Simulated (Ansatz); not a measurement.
## Phonons of TlBi (Pm-3m) against volume

Aim: how the phonons of TlBi (Pm-3m) shift with volume, and the thermal expansion that follows.

Main program and level: Ansatz 0.2.0; DFT PBEsol, scalar-relativistic, plane waves, PAW; PAW set soft_1.

Report form: the programs' logs are mostly left out.

## (1) The starting structure

Symmetry: Pm-3m, No. 221, cubic system. Conventional cell: a = 3.888 Å, b = 3.888 Å, c = 3.888 Å, α = 90.00°, β = 90.00°, γ = 90.00°. Nearest to Tl lie 8 Bi at 3.37 Å. Bi has 8 Tl at 3.37 Å nearest. Farther neighbours are not listed.

As a file:

```cif
data_structure
_symmetry_space_group_name_H-M 'P 1'
_symmetry_Int_Tables_number 1
_cell_length_a 3.8876
_cell_length_b 3.8876
_cell_length_c 3.8876
_cell_angle_alpha 90.000
_cell_angle_beta 90.000
_cell_angle_gamma 90.000
_cell_volume 58.75
loop_
_atom_site_label
_atom_site_type_symbol
_atom_site_fract_x
_atom_site_fract_y
_atom_site_fract_z
_atom_site_occupancy
Tl1 Tl 0.00000 0.00000 0.00000 1
Bi2 Bi 0.50000 0.50000 0.50000 1
```

## (2) Response at finite wavevector

The cell comes from relaxations at this level that are not shown. Stability and thermal properties need the whole zone. Linear response on a 4×4×4 q mesh gives force constants as far as a supercell of that size would.

input.yaml

```yaml
crystal:
  lattice:
    - [3.8875782353, 0.0, 0.0]
    - [0.0, 3.8875782353, 0.0]
    - [0.0, 0.0, 3.8875782353]
  atoms:
    - { symbol: Tl, position: [0.0, 0.0, 0.0] }
    - { symbol: Bi, position: [0.5, 0.5, 0.5] }
kpoints:
  mp_grid: { grid: [12, 12, 12] }
hamiltonian:
  xc: pbesol
  pseudopotentials: { kind: paw, azcp: { folder: soft_1 }, xc_functional: pbe }
scf:
  occupations: { method: methfessel_paxton, width: 0.2 }
output:
  eigenvalues: true
phonons:
  method: dfpt
  qmesh: [4, 4, 4]
  temperatures: { t_max: 1000, t_step: 50 }
  qpath:
    path:
      - [[0.0, 0.0, 0.0], [0.0, 0.5, 0.0], [0.5, 0.5, 0.0], [0.0, 0.0, 0.0], [0.5, 0.5, 0.5], [0.0, 0.5, 0.0]]
      - [[0.5, 0.5, 0.5], [0.5, 0.5, 0.0]]
    npoints: 10
```

Launch:

```sh
$ ansatz run input.yaml --threads 4 --pin off --max-ram 10240MiB --backend cpu --events-out ev --progress --plain --runs-dir out
```

It took 7.3 min on 4 threads of Arm Neoverse V1, shared host; peak memory 2.7 GiB.

This step gave:

| Property | Result |
| --- | --- |
| volume per atom | 29.38 Å³ |
| gap on the k-mesh | 0 eV |
| sum-rule residual before enforcement | 4.22e-5 eV/Å² |
| lowest frequency on the path | -26.77 cm⁻¹ |
| point group | m-3m |
| highest frequency on the path or at a solved wavevector | 78.74 cm⁻¹ |
| highest optical mode at the zone centre (no LO-TO term) | 67.39 cm⁻¹ |
| lowest optical zone-centre mode | 67.39 cm⁻¹ |
| lowest mode on the q mesh (acoustic modes at Γ apart) | -26.41 cm⁻¹ |

Frequencies (cm⁻¹) solved at each irreducible wavevector; negative means imaginary. Frequencies by wavevector, by row:

```csv
q in reciprocal lattice units,star,mode 1,mode 2,mode 3,mode 4,mode 5,mode 6
0 0 0,1,0,0,0,67.4,67.4,67.4
0 0 0.25,6,25.9,25.9,33.1,61.1,61.1,65.9
0 0 -0.5,3,38.4,47.6,47.6,50.1,50.1,62.2
0 0.25 0.25,12,-19.4,25.1,31.1,55,60.7,69.4
0 0.25 -0.5,12,-11.5,12.1,45.6,49.8,68.4,75.7
0 -0.5 -0.5,3,-17.6,-17.6,47,49.5,78.7,78.7
0.25 0.25 0.25,8,-26.4,19.1,19.1,65.8,65.8,68.4
0.25 0.25 -0.5,12,-15.7,16.4,37.8,56.4,68.4,72
0.25 -0.5 -0.5,6,21.7,25,25,54.4,74.8,74.8
-0.5 -0.5 -0.5,1,45.5,45.5,45.5,61.5,61.5,61.5
```

Symmetry leaves 10 wavevectors to solve. The lowest mode among them, the acoustic zeros apart, lies at q = (0.25, 0.25, 0.25) and is imaginary, 26.4i cm⁻¹, so the energy falls along it.

## (3) Relaxing at another volume, volume ratio 0.97

The volume is scaled by 0.97 and held; symmetry leaves nothing to relax, so this is a single point. The modes can then be followed against volume.

input.yaml, the sections that differ from step 2:

```yaml
crystal:
  lattice:
    - [3.8483070833, 0.0, 0.0]
    - [0.0, 3.8483070833, 0.0]
    - [0.0, 0.0, 3.8483070833]
  atoms:
    - { symbol: Tl, position: [0.0, 0.0, 0.0] }
    - { symbol: Bi, position: [0.5, 0.5, 0.5] }
output:
  forces: true
  stress: true
  eigenvalues: true
# kpoints, hamiltonian, scf: as in step 2
# phonons: removed
```

Wall time 2 s (4 threads); peak memory 0.39 GiB; 7 s of CPU time.

This step gave:

- pressure: 1.495 GPa
- volume per atom: 28.50 Å³

The run ends at a pressure of 1.49 GPa.

## (4) Phonons at the other volume, volume ratio 0.97

The phonons are repeated at this volume on the same k and q meshes.

Changes to input.yaml since step 3:

```diff
@@ -16,4 +16,11 @@
 output:
-  forces: true
-  stress: true
   eigenvalues: true
+phonons:
+  method: dfpt
+  qmesh: [4, 4, 4]
+  temperatures: { t_max: 1000, t_step: 50 }
+  qpath:
+    path:
+      - [[0.0, 0.0, 0.0], [0.0, 0.5, 0.0], [0.5, 0.5, 0.0], [0.0, 0.0, 0.0], [0.5, 0.5, 0.5], [0.0, 0.5, 0.0]]
+      - [[0.5, 0.5, 0.5], [0.5, 0.5, 0.0]]
+    npoints: 10
```

Wall time 7.2 min (4 threads); peak memory 2.6 GiB; 28 min of CPU time.

This step gave:

| Property | Result |
| --- | --- |
| sum-rule residual before enforcement | 4.15e-4 eV/Å² |
| lowest frequency on the path | -25.39 cm⁻¹ |
| highest frequency on the path or at a solved wavevector | 85.1 cm⁻¹ |
| highest optical mode at the zone centre (no LO-TO term) | 72.56 cm⁻¹ |
| lowest optical zone-centre mode | 72.56 cm⁻¹ |
| lowest mode on the q mesh (acoustic modes at Γ apart) | -23.76 cm⁻¹ |

Frequencies (cm⁻¹) solved at each irreducible wavevector; negative means imaginary. Frequencies by wavevector, by row:

```csv
q in reciprocal lattice units,star,mode 1,mode 2,mode 3,mode 4,mode 5,mode 6
0 0 0,1,0,0,0,72.6,72.6,72.6
0 0 0.25,6,28,28,37.7,66.2,66.2,71.5
0 0 -0.5,3,45.6,50.3,50.3,53.5,53.5,66.8
0 0.25 0.25,12,-18.1,32,33.6,59.3,65.4,76.1
0 0.25 -0.5,12,8,17.6,48.4,53.1,74.9,81.3
0 -0.5 -0.5,3,-16.8,-16.8,48.5,52.5,85.1,85.1
0.25 0.25 0.25,8,-23.8,23.7,23.7,71.5,71.5,73.5
0.25 0.25 -0.5,12,-14.1,19.6,42.5,60.3,74.8,77
0.25 -0.5 -0.5,6,29.6,29.6,29.9,58.4,81.1,81.1
-0.5 -0.5 -0.5,1,51.8,51.8,51.8,65.6,65.6,65.6
```

The highest optical mode at the zone centre (no LO-TO term) is 72.6 cm⁻¹, +5.2 cm⁻¹ against the base run.

## (5) Relaxing at another volume, volume ratio 1.03

The volume is scaled by 1.03 and held; symmetry leaves nothing to relax, so this is a single point. The modes can then be followed against volume.

input.yaml, the sections that differ from step 4:

```yaml
crystal:
  lattice:
    - [3.9260716123, 0.0, 0.0]
    - [0.0, 3.9260716123, 0.0]
    - [0.0, 0.0, 3.9260716123]
  atoms:
    - { symbol: Tl, position: [0.0, 0.0, 0.0] }
    - { symbol: Bi, position: [0.5, 0.5, 0.5] }
output:
  forces: true
  stress: true
  eigenvalues: true
# kpoints, hamiltonian, scf: as in step 4
# phonons: removed
```

It took 2.5 s on 4 threads; peak memory 0.39 GiB.

Numbers from this step:

- pressure: -1.244 GPa
- volume per atom: 30.26 Å³

The run ends at a pressure of -1.24 GPa.

## (6) Phonons at the other volume, volume ratio 1.03

Changes to input.yaml since step 5:

```diff
@@ -16,4 +16,11 @@
 output:
-  forces: true
-  stress: true
   eigenvalues: true
+phonons:
+  method: dfpt
+  qmesh: [4, 4, 4]
+  temperatures: { t_max: 1000, t_step: 50 }
+  qpath:
+    path:
+      - [[0.0, 0.0, 0.0], [0.0, 0.5, 0.0], [0.5, 0.5, 0.0], [0.0, 0.0, 0.0], [0.5, 0.5, 0.5], [0.0, 0.5, 0.0]]
+      - [[0.5, 0.5, 0.5], [0.5, 0.5, 0.0]]
+    npoints: 10
```

The job ended after 8 min (4 threads; peak memory 2.8 GiB).

This step gave:

```
sum-rule residual before enforcement                    : 3.83e-5 eV/Å²
lowest frequency on the path                            : -27.66 cm⁻¹
highest frequency on the path or at a solved wavevector : 72.82 cm⁻¹
highest optical mode at the zone centre (no LO-TO term) : 62.35 cm⁻¹
lowest optical zone-centre mode                         : 62.35 cm⁻¹
lowest mode on the q mesh (acoustic modes at Γ apart)   : -27.66 cm⁻¹
```

The highest optical mode at the zone centre (no LO-TO term) is 62.4 cm⁻¹, -5.0 cm⁻¹ against the base run.

## (7) Grüneisen parameters

The Grüneisen parameter of a mode is minus the logarithmic change of its frequency with volume, −d ln ω / d ln V; weighted by heat capacity it gives the expansion.

This step gave:

* bulk modulus: 45.6 GPa

The phonon branches at the labelled points (cm⁻¹):

```csv
point,branch 1,branch 2,branch 3,branch 4,branch 5,branch 6
Γ,0,0,0,67,67,67
halfway,26,26,33,61,61,66
X,38,48,48,50,50,62
halfway,-12,12,46,50,68,76
M,-18,-18,47,50,79,79
halfway,-19,25,31,55,61,69
Γ,0,0,0,67,67,67
halfway,-26,19,19,66,66,68
R,46,46,46,62,62,62
halfway,-16,16,38,56,68,72
X,38,48,48,50,50,62
jump to R,46,46,46,62,62,62
halfway,22,25,25,54,75,75
M,-18,-18,47,50,79,79
```

The same for volume x 0.97:

```csv
point,branch 1,branch 2,branch 3,branch 4,branch 5,branch 6
Γ,0,0,0,73,73,73
X,46,50,50,54,54,67
M,-17,-17,48,52,85,85
Γ,0,0,0,73,73,73
R,52,52,52,66,66,66
X,46,50,50,54,54,67
R,52,52,52,66,66,66
M,-17,-17,48,52,85,85
```

The same for volume x 1.03:

```csv
point,branch 1,branch 2,branch 3,branch 4,branch 5,branch 6
Γ,0,0,0,62,62,62
X,31,45,45,47,47,58
M,-18,-18,46,47,73,73
Γ,0,0,0,62,62,62
R,40,40,40,58,58,58
X,31,45,45,47,47,58
R,40,40,40,58,58,58
M,-18,-18,46,47,73,73
```

## (8) Outcome

| Quantity | Value |
| --- | --- |
| bulk modulus | 45.6 GPa |

What this shows: No expansion is given, because modes are imaginary at one volume or more. The highest optical mode at Γ goes from 73 to 62 cm⁻¹ as the cell grows, a Grüneisen parameter of 2.53. Branches are matched by rank, so values near crossings are rough. With no gap, or one that is small against the smearing, the frequencies hang on the k mesh and the smearing, most of all near Kohn anomalies. Spin-orbit coupling is left out, which can matter for the heavy elements here. The PAW files were made for PBE and serve the other functionals too.

[Logs are printed without paths, hosts, clocks, repeated set-up lines and the standing remarks that a program may print on its own settings, such as how far it seeks lower states.]

[Hosts, paths, dates, database ids (printed as entryN), source tags and the programs' standing remarks are cut or masked in the printed files.]
